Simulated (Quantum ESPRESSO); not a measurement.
# Os (hcp): which axis gives way under pressure?

Cell and atoms of hcp Os are relaxed at set pressures, to see how each axis shrinks. The phase is followed to these pressures whether or not it stays the stable one.

Calculated with Quantum ESPRESSO 7.5, PBEsol, GBRV 1.5 ultrasoft potentials, cutoff 680 eV, Fermi–Dirac smearing 0.05 eV, k-mesh 18×18×10, no spin polarisation, no spin-orbit coupling.

Reference cell, relaxed at zero pressure with PBEsol (P6_3/mmc): a = 2.7263 Å, b = 2.7263 Å, c = 4.3110 Å, α = 90.00°, β = 90.00°, γ = 120.00°.

```
atom       x       y       z
  Os  0.3333  0.6667  0.7500
  Os  0.6667  0.3333  0.2500
```

| P (GPa) | a (Å) | c (Å) | c/a |
| --- | --- | --- | --- |
| −4.00 | 2.7354 | 4.3232 | 1.5805 |
| 0.01 | 2.7263 | 4.3110 | 1.5812 |
| 5.00 | 2.7156 | 4.2966 | 1.5822 |
| 9.99 | 2.7055 | 4.2828 | 1.5830 |
| 14.99 | 2.6959 | 4.2697 | 1.5837 |
| 29.98 | 2.6698 | 4.2336 | 1.5857 |

**Question.** Give the linear compressibility of each axis at zero pressure, and the edges at 19.99 GPa, a row left out above.

Least squares with l = l0 + l1 P + l2 P² gives for a: l0 = 2.7264 Å, l1 = −2.193e−3 Å/GPa, l2 = 1.02e−5 Å/GPa², so β = −l1/l0 = 0.804 × 10⁻³ GPa⁻¹ and the withheld edge is 2.6866 Å. The run itself gives 2.6868 Å, so the estimate misses by 0.0002 Å; the fitted rows themselves lie up to 0.0001 Å off the law.

Least squares with l = l0 + l1 P + l2 P² gives for c: l0 = 4.3111 Å, l1 = −2.954e−3 Å/GPa, l2 = 1.23e−5 Å/GPa², so β = −l1/l0 = 0.685 × 10⁻³ GPa⁻¹ and the withheld edge is 4.2570 Å. The run itself gives 4.2571 Å, so the estimate misses by 0.0001 Å, a rounding's worth.

The compressibilities add to the volume compressibility, 2β_a + β_c = 2.294 × 10⁻³ GPa⁻¹, or B0 ≈ 436 GPa; a parabola over so wide a range errs a few per cent to the stiff side. The a axis is the softest, 1.2 times as compressible as c.

[Logs are printed without paths, hosts, clocks, repeated set-up lines and the standing remarks that a program may print on its own settings, such as how far it seeks lower states.]
